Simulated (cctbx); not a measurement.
**Which space group?**

Cell: a = 8.2630 Å, b = 4.9690 Å, c = 10.6820 Å, α = 90.00°, β = 90.00°, γ = 90.00°. Expected content of the cell: La4 Zr4 Cu12 Fe8.

The data are simulated with cctbx, not measured: Mo Kα, λ = 0.71073 Å, to d = 0.77 Å, 70 % of the full sphere, strongest reflection 20000 counts, noise from counting, a 6 % proportional error and a noise floor of 4 counts (s.d.); no absorption, some extinction.

Tests on the unmerged data give:

```text
2842 reflections to d = 0.770 A
centring   violations  <I/sigma> of those
    A        960 of  1409      7.5
    B       1039 of  1411      8.9
    C       1051 of  1418      8.9
    I       1060 of  1425      8.9
    R       1432 of  1877      9.1
    F       1525 of  2119      8.5
Laue class    unique    Rint  (classes that these axes allow; Friedel mates merged)
P -1             1835   0.042
P 1 2/m 1        1104   0.048
P 1 1 2/m        1050   0.047
P 2/m 1 1        1064   0.048
P m m m           630   0.052
space group    extra absences  I>4sigma  <I/sigma>
P 2 2 2                 0          0         -  acentric
P 2 2 21               11          0      -0.0  acentric
P 21 2 2                6          0      -0.7  acentric
P 2 21 2                4          0      -0.1  acentric
P 21 21 2              10          0      -0.5  acentric
P 2 21 21              15          0      -0.1  acentric
P 21 2 21              17          0      -0.3  acentric
P 21 21 21             21          0      -0.2  acentric
P m m 2                 0          0         -  acentric
P 2 m m                 0          0         -  acentric
P m 2 m                 0          0         -  acentric
P 21 m a               70          0      -0.0  acentric
P m 2 a                70          0      -0.0  acentric
P n m 21               99          0       0.1  acentric
P n 21 m               99          0       0.1  acentric
P n 21 a              169          0       0.0  acentric
P m m m                 0          0         -  centric
P m m a                70          0      -0.0  centric
P n m m :1             99          0       0.1  centric
P n m m :2             99          0       0.1  centric
P n m a               169          0       0.0  centric
Wilson B = 0.26 A^2   <|E^2-1|> = 1.007 (0.968 centric, 0.736 acentric)   E^2>4: 5.1 %
shell (A)         n   <I/sigma>
10.68 - 1.54     95     14.6
 1.54 - 1.22     78     18.3
 1.22 - 1.07     78     16.7
 1.07 - 0.97     76     16.6
 0.97 - 0.90     77     18.0
 0.90 - 0.85     72     15.6
 0.85 - 0.81     77     17.8
 0.81 - 0.77     77     17.2
```

**Question.** What are the lattice type, the Laue class and the likely space group?

Every centring test has many violations, so the lattice is primitive.

Rint stays low (0.042 to 0.052) up to P m m m, the highest class in these axes.

21 settings pass the absence test. The most absences obeyed, 169, belong to P n 21 a and P n m a, which absences can't tell apart.

⟨|E²−1|⟩ = 1.007 leans to a centrosymmetric structure. The Wilson B of 0.26 Å² means U ≈ 0.0033 Å².

The true group is Pnma (no. 62), Laue class mmm, centrosymmetric. The tables only narrow the choice to the tied entries; cell content, site symmetry and trial solutions must settle it.

The model is made up (kin elements in a known structure type, no relaxation), so it says nothing on whether the phase exists.

[Logs are printed without paths, hosts, clocks, repeated set-up lines and the standing remarks that a program may print on its own settings, such as how far it seeks lower states.]
